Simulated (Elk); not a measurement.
# Does EuAg4Sb2 carry moments in Elk?, part 2 of 2

Aim: find out whether EuAg4Sb2 carries moments when they start parallel, and what they gain.

Elk 11.2.3 (patched build); PBEsol; all-electron APW+lo, Dirac cores, scalar-relativistic bands.

So far. Step 2 (Start 1: ferro +): After 22 cycles the largest moment stands at 6.81 μB.

**3. Order 2, typed as no spin polarisation**

A run without seeds gives the energy of the state without moments.

elk.in reads:

```
tasks
  0

xctype
  22

epsengy
  1e-05

maxscl
  100

rgkmax
  7.0

nempty
  8

swidth
  0.003

lmaxi
  3

sppath
  './'

avec
  4.46343862006 2.57696748878 15.55181609702
  -4.46343862006 2.57696748878 15.55181609702
  0.00000000000 -5.15393497756 15.55181609702

atoms
  3
  'Eu.in'
  1
  0.0000000000 0.0000000000 0.0000000000   0.000000 0.000000 0.000000
  'Ag.in'
  4
  0.1419600000 0.1419600000 0.1419600000   0.000000 0.000000 0.000000
  0.8580400000 0.8580400000 0.8580400000   0.000000 0.000000 0.000000
  0.4341100000 0.4341100000 0.4341100000   0.000000 0.000000 0.000000
  0.5658900000 0.5658900000 0.5658900000   0.000000 0.000000 0.000000
  'Sb.in'
  2
  0.2563400000 0.2563400000 0.2563400000   0.000000 0.000000 0.000000
  0.7436600000 0.7436600000 0.7436600000   0.000000 0.000000 0.000000

ngridk
  6 6 6
```

Command:

```console
$ OMP_NUM_THREADS=4 elk
```

Numbers of over 12 decimals in the logs are rounded to 6 here.

What it wrote:

```text
Warning(gndstate): the lowest level lies among the core levels :   -3.152510175      -3.225296158
 is it the species file's wish, or a core state in the basis a second time?
Warning(gndstate): core states of species 3 leak from the muffin-tin :   0.7976546275E-03

--- INFO.OUT ---
┌─────────────────────────┐
│ Elk code version 11.2.3 │
└─────────────────────────┘

All units are atomic (Hartree, Bohr, etc.)

┌─────────────────────────────────────────────────┐
│ Ground-state run starting from atomic densities │
└─────────────────────────────────────────────────┘

Lattice vectors :
   4.463438620       2.576967489       15.55181610
  -4.463438620       2.576967489       15.55181610
   0.000000000      -5.153934978       15.55181610

Species : 1 (Eu)
 parameters loaded from : Eu.in
 name : europium
 nuclear charge    :   -63.00000000
 electronic charge :    63.00000000
 atomic mass :    277013.4259
 muffin-tin radius :    2.800000000
 number of radial points in muffin-tin :   1393
 inner part over the whole radius :   0.9899008687E-02
 number on inner part of muffin-tin    :    997
 approximate nuclear radius :   0.9548609764E-04
 number of mesh points to nuclear radius :    510
 atomic positions (lattice), magnetic fields (Cartesian) :
  1 :   0.00000000  0.00000000  0.00000000    0.00000000  0.00000000  0.00000000

Species : 2 (Ag)
 parameters loaded from : Ag.in
 name : silver
 nuclear charge    :   -47.00000000
 electronic charge :    47.00000000
 atomic mass :    196631.6998
 muffin-tin radius :    2.600000000
 number of radial points in muffin-tin :   1193
 inner part over the whole radius :   0.9869554211E-02
 number on inner part of muffin-tin    :    849
 approximate nuclear radius :   0.8648227117E-04
 number of mesh points to nuclear radius :    425
 atomic positions (lattice), magnetic fields (Cartesian) :
  1 :   0.14196000  0.14196000  0.14196000    0.00000000  0.00000000  0.00000000
  2 :  -0.14196000 -0.14196000 -0.14196000    0.00000000  0.00000000  0.00000000
  3 :   0.43411000  0.43411000  0.43411000    0.00000000  0.00000000  0.00000000
  4 :  -0.43411000 -0.43411000 -0.43411000    0.00000000  0.00000000  0.00000000

Species : 3 (Sb)
 parameters loaded from : Sb.in
 name : antimony
 nuclear charge    :   -51.00000000
 electronic charge :    51.00000000
 atomic mass :    221954.9021
 muffin-tin radius :    2.600000000
 number of radial points in muffin-tin :   1193
 inner part over the whole radius :   0.9886087340E-02
 number on inner part of muffin-tin    :    850
 approximate nuclear radius :   0.8886795689E-04
 number of mesh points to nuclear radius :    429
 atomic positions (lattice), magnetic fields (Cartesian) :
  1 :   0.25634000  0.25634000  0.25634000    0.00000000  0.00000000  0.00000000
  2 :  -0.25634000 -0.25634000 -0.25634000    0.00000000  0.00000000  0.00000000

Total number of atoms per unit cell :    7
Total muffin-tin volume :    533.6853824
 ratio of muffin-tin to unit cell volume :   0.4972495960

Spin treatment :
 spin-unpolarised

Number of Bravais lattice symmetries :   12
Number of crystal symmetries         :   12
Crystal has inversion symmetry
Real symmetric eigensolver will be used

k-point grid :      6     6     6
k-point offset :    0.000000000       0.000000000       0.000000000
k-point set is reduced with full crystal symmetry group
Total number of k-points :       32

Muffin-tin radius times maximum |G+k| :    7.000000000
 using average radius
Maximum |G+k| for APW functions       :    2.663043478
Maximum (1/2)|G+k|²                   :    3.545900284
Maximum |G| for potential and density :    12.00000000
Constant for pseudocharge density :    8
 order of it for each species :   15  15  15
 order of it for pair densities of each species (exact exchange by exxq0 0: 15) :   11   9   9
Radial integration step length :    1

G-vector grid sizes :     63    63    63
Number of G-vectors :    31271

Maximum angular momentum used for
 APW functions            :    8
 outer part of muffin-tin :    6
 inner part of muffin-tin :    3

Number of empty states         :     56
Total number of valence states :    118
Total number of core states    :    230

Third-order local-orbitals added for an l without core states : T
Total number of local-orbitals :    136

Exchange-correlation functional :     22     0     0
 PBEsol, Phys. Rev. Lett. 100, 136406 (2008)
 gradient requirement :    1
 generalised gradient approximation (GGA)

Smearing type :    3
 Fermi-Dirac
Smearing width :   0.3000000000E-02
Effective electronic temperature (K) :    947.3250744

Mixing type :    3
 Broyden mixing, J. Phys. A: Math. Gen. 17, L317 (1984)

Kohn-Sham potential initialised from atomic data

┌──────────────────────────────┐
│ Self-consistent loop started │
└──────────────────────────────┘

┌─────────────────┐
│ Loop number : 1 │
└─────────────────┘

Energies :
 Fermi                       :     0.204830
 sum of occupied eigenvalues :     -27282.116087577
 electron kinetic            :      47610.414446349
 core electron kinetic       :      46445.152915704
 Coulomb                     :     -91514.054013669
 Coulomb potential           :     -73572.822566382
 nuclear-nuclear             :     -4698.2259712521
 electron-nuclear            :     -100178.63544065
 Hartree                     :      13362.807398238
 Madelung                    :     -54727.642730478
 xc potential                :     -1319.7079675447
 exchange                    :     -1134.0249937489
 correlation                 :     -21.595133972868
 electron entropic           :    -0.98527164676799E-02
 total energy                :     -45059.269547758

Density of states at Fermi energy :    312.4327997
 (states/Hartree/unit cell)

Estimated indirect band gap :   0.8387820423E-03
 from k-point 9 to k-point 12
Estimated direct band gap   :   0.2657510857E-02
 at k-point 19

Charges :
 core                        :    230.0000000
 valence                     :    123.0000000
 interstitial                :    12.83031614
 muffin-tins (core leakage)
  species : 1 (Eu)
   atom 1                    :    56.46667693     (  0.1938538193E-04)
  species : 2 (Ag)
   atom 1                    :    46.06518190     ( -0.3322143378E-06)
   atom 2                    :    46.06518190     ( -0.3322143378E-06)
   atom 3                    :    46.08877699     ( -0.3322106856E-06)
   atom 4                    :    46.08877699     ( -0.3322106856E-06)
  species : 3 (Sb)
   atom 1                    :    49.69754458     (  0.8262109088E-03)
   atom 2                    :    49.69754458     (  0.8262109088E-03)
 total in muffin-tins        :    340.1696839
 total calculated charge     :    352.9969901
 total charge                :    353.0000000
 error                       :   0.3009949890E-02

[... earlier loops left out ...]

┌──────────────────┐
│ Loop number : 27 │
└──────────────────┘

Energies :
 Fermi                       :     0.243885
 sum of occupied eigenvalues :     -27261.296667015
 electron kinetic            :      47711.862511000
 core electron kinetic       :      46445.596416635
 Coulomb                     :     -91618.140960914
 Coulomb potential           :     -73443.881231757
 nuclear-nuclear             :     -4698.2259712521
 electron-nuclear            :     -100516.85806971
 Hartree                     :      13596.943080046
 Madelung                    :     -54896.200345035
 xc potential                :     -1529.2779462572
 exchange                    :     -1141.3543204264
 correlation                 :     -21.683778283458
 electron entropic           :    -0.27354053822905E-01
 total energy                :     -45069.343902678

Density of states at Fermi energy :    1067.030386
 (states/Hartree/unit cell)

Estimated indirect band gap :   0.4454123976E-04
 from k-point 5 to k-point 30
Estimated direct band gap   :   0.7665895588E-04
 at k-point 31

Charges :
 core                        :    230.0000000
 valence                     :    123.0000000
 interstitial                :    10.08779413
 muffin-tins (core leakage)
  species : 1 (Eu)
   atom 1                    :    60.96587814     (  0.1682327691E-04)
  species : 2 (Ag)
   atom 1                    :    45.92020705     ( -0.3322695363E-06)
   atom 2                    :    45.92020705     ( -0.3322695363E-06)
   atom 3                    :    45.96958265     ( -0.3322696962E-06)
   atom 4                    :    45.96958265     ( -0.3322696962E-06)
  species : 3 (Sb)
   atom 1                    :    49.08337417     (  0.7976546275E-03)
   atom 2                    :    49.08337417     (  0.7976546275E-03)
 total in muffin-tins        :    342.9122059
 total calculated charge     :    352.9971377
 total charge                :    353.0000000
 error                       :   0.2862312234E-02

┌──────────────────────────────┐
│ Self-consistent loop stopped │
└──────────────────────────────┘

Warning : the lowest level lies among the core levels :   -3.152510175      -3.225296158

Warning : core states of species 3 leak from the muffin-tin :   0.7976546275E-03

Wrote STATE.OUT
```

The job ended after 93 s (4 threads of Arm Neoverse V2, shared host; peak memory 0.43 GiB; 5.7 min of CPU time).

This step gave:

```
density of states at the Fermi level : 39.21 states/eV/cell
final state                          : non-magnetic (no spin polarisation)
```

It lies 6751 meV a seeded atom over the first start.

**4. The states side by side**

These are free energies at a smearing of 0.0816 eV, so its entropy term is in the differences. They are divided by the number of seeded atoms, so that cells of unlike size compare.

Orders:

```csv
start,final state,typed order kept,energy over the lowest (meV a seeded atom),largest sphere moment (μB),net moment (μB a primitive cell),DOS at the Fermi level (states/eV a primitive cell),mesh matched,CPU time (s)
ferro +,ferromagnetic,yes,0,6.815,6.944,2.289,yes,2466
no spin polarisation,non-magnetic,-,6751,0,0,39.21,yes,340.1
```

**5. Outcome**

| Quantity | Value |
| --- | --- |
| lower run | with moments |
| largest site moment | 6.81 μB |
| energy gained by spin polarisation | 6751 meV a seeded atom |

What this shows: The crystal holds moments, up to 6.81 μB, and gains 6751 meV a seeded atom by them. No antiferromagnetic order was tried, so the session says nothing on how the moments order. A measured saturation moment is set beside the cell's net spin moment, without the orbital part, divided by the number of magnetic atoms. The f shell is half filled, so the spin-only picture is fair. Without a U the functional spreads the 4f electrons too much, so the state and its energies are unreliable.

Computed beside measured:

```
        quantity  measured         PBEsol
moment (Eu) (μB)       6.9  6.94 (+0.6 %)
```

Measured values from arxiv:2406.18252 (2024).

How well it matches: The moment is off by +0.6 %. No cell relaxation is part of this session.

[Logs and program files are shortened in this print: banners, set-up blocks, solver, clock and traceback lines can be left out without a mark of their own.]

[Logs are printed without paths, hosts, clocks, repeated set-up lines and the standing remarks that a program may print on its own settings, such as how far it seeks lower states.]

[Hosts, paths, dates, database ids (printed as entryN), source tags and the programs' standing remarks are cut or masked in the printed files.]

[Where a cell is said to come from a database of computed structures, the database is the Materials Project.]
